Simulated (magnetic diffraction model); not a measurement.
# Which magnetic order? Ca3Mn2S4O3

Space group Cmcm (no. 63), a = 21.7210 Å, b = 5.9010 Å, c = 5.8430 Å.

```csv
site,atom,x,y,z
8g,Mn,0.9012,0.7462,1/4
4c,Ca,0,0.7412,3/4
8g,Ca,0.6912,0.7468,1/4
8e,S,0.5685,0,0
8e,S,0.6053,1/2,0
4c,O,0,0.1516,3/4
8g,O,0.7944,0.6598,1/4
```

The compound is invented for this exercise: a known structure type with other elements, its cell scaled to their sizes and not relaxed.

Only Mn is taken to order (form factors of Mn4+); orders and moment sizes are assumed, and not adapted to the symmetry. Radiation: neutrons of λ = 2.567 Å, 8° to 60°; isotropic B of 0.27 Å² (Mn), 0.26 Å² (Ca), 0.32 Å² (S) and 0.36 Å² (O). Simulated constant-wavelength pattern: nuclear and magnetic terms add, the magnetic one as |2.695 fm × Σ f S⊥ exp(2πi Q·r) exp(−B s²)|², summed over all Q at one angle with the factor 1/(sin²θ cos θ). For collinear order S is the moment m, which repeats by lattice and centring translations R with the sign exp(−2πi k·R). Free-ion form factors, Sears's scattering lengths of 1992, no absorption; a label names one of the reflections at its angle. The strongest nuclear line in the range is 100, and lines under 0.2 are left out.

Above the ordering temperature:

```
2θ (°)    index      I
 13.57  (2 0 0)   12.9
 26.05  (1 1 0)    0.5
 27.34  (4 0 0)   69.2
 32.59  (3 1 0)    4.8
 36.69  (1 1 1)   26.5
 41.53  (6 0 0)   25.9
 41.75  (3 1 1)    5.1
 43.05  (5 1 0)    6.6
 50.63  (5 1 1)   21.4
 51.57  (0 2 0)    0.3
 52.12  (0 0 2)   12.6
 53.59  (2 2 0)   21.8
 54.12  (2 0 2)   28.1
 55.72  (7 1 0)   27.1
 56.42  (8 0 0)    7.0
 58.33  (0 2 1)    2.7
 59.18  (1 1 2)    1.3
 59.35  (4 2 0)   58.1
 59.85  (4 0 2)  100.0
```

Below it (cell unchanged):

```csv
2θ (°),I
12.61,129.1
13.57,12.9
18.57,6.5
26.05,0.5
27.34,69.2
29.04,56.2
30.21,7.4
32.59,4.8
35.07,3.4
36.69,26.5
38.48,11.9
40.98,1.9
41.53,25.9
41.75,5.1
43.05,6.6
43.58,2.6
45.03,15.8
47.06,19.1
47.85,6.2
50.63,21.4
51.29,1.7
51.57,0.3
52.12,12.6
53.32,10.8
53.59,21.8
54.12,28.1
55.29,1.9
55.72,27.1
56.42,7.0
57.38,0.8
57.90,3.3
58.33,2.7
59.09,11.4
59.18,1.3
59.35,58.1
59.85,100.0
```

**Question.** Find the propagation vector, then choose among these models:
A. collinear moments along [111], 2.91 μB on Mn; signs + at (0.9012, 0.7462, 1/4), + at (0.5988, 0.7538, 3/4), − at (0.9012, 0.2538, 3/4), + at (0.5988, 0.2462, 1/4)
B. collinear moments along [101], 2.91 μB on Mn; signs + at (0.9012, 0.7462, 1/4), + at (0.5988, 0.7538, 3/4), + at (0.9012, 0.2538, 3/4), + at (0.5988, 0.2462, 1/4)
C. collinear moments along [101], 2.91 μB on Mn; signs + at (0.9012, 0.7462, 1/4), + at (0.5988, 0.7538, 3/4), − at (0.9012, 0.2538, 3/4), + at (0.5988, 0.2462, 1/4)
D. collinear moments along [111], 2.91 μB on Mn; signs + at (0.9012, 0.7462, 1/4), + at (0.5988, 0.7538, 3/4), + at (0.9012, 0.2538, 3/4), + at (0.5988, 0.2462, 1/4)

The new lines index as (0 0 1/2) at 12.61°, (2 0 1/2) at 18.57°, (1 1 1/2) at 29.04° and (4 0 1/2) at 30.21°, that is as H ± k with k = (0 0 3/2). Half indices mean that the moments reverse under translations with k·R a half-integer, and the magnetic cell has twice the primitive volume.

Magnetic intensity, observed (below minus above) and for each model:

| 2θ (°) | index | observed | A | B | C | D |
| --- | --- | --- | --- | --- | --- | --- |
| 12.61 | (0 0 1/2) | 129.1 | 64.5 | 128.5 | 64.2 | 129.1 |
| 18.57 | (2 0 1/2) | 6.5 | 40.1 | 6.1 | 38.6 | 6.5 |
| 29.04 | (1 1 1/2) | 56.2 | 40.4 | 59.1 | 42.3 | 56.2 |
| 30.21 | (4 0 1/2) | 7.4 | 2.1 | 6.0 | 0.8 | 7.4 |
| 35.07 | (3 1 1/2) | 3.4 | 22.3 | 3.5 | 22.8 | 3.4 |
| 45.03 | (5 1 1/2) | 15.8 | 8.1 | 15.3 | 7.8 | 15.8 |
| 51.29 | (3 1 3/2) | 1.7 | 9.1 | 1.7 | 9.1 | 1.7 |
| 55.29 | (2 2 1/2) | 1.9 | 9.4 | 2.0 | 10.0 | 1.9 |

Model D matches.

The structure used: k = (0 0 3/2), collinear moments along [111], 2.91 μB on Mn; signs + at (0.9012, 0.7462, 1/4), + at (0.5988, 0.7538, 3/4), + at (0.9012, 0.2538, 3/4), + at (0.5988, 0.2462, 1/4).

[Logs are printed without paths, hosts, clocks, repeated set-up lines and the standing remarks that a program may print on its own settings, such as how far it seeks lower states.]
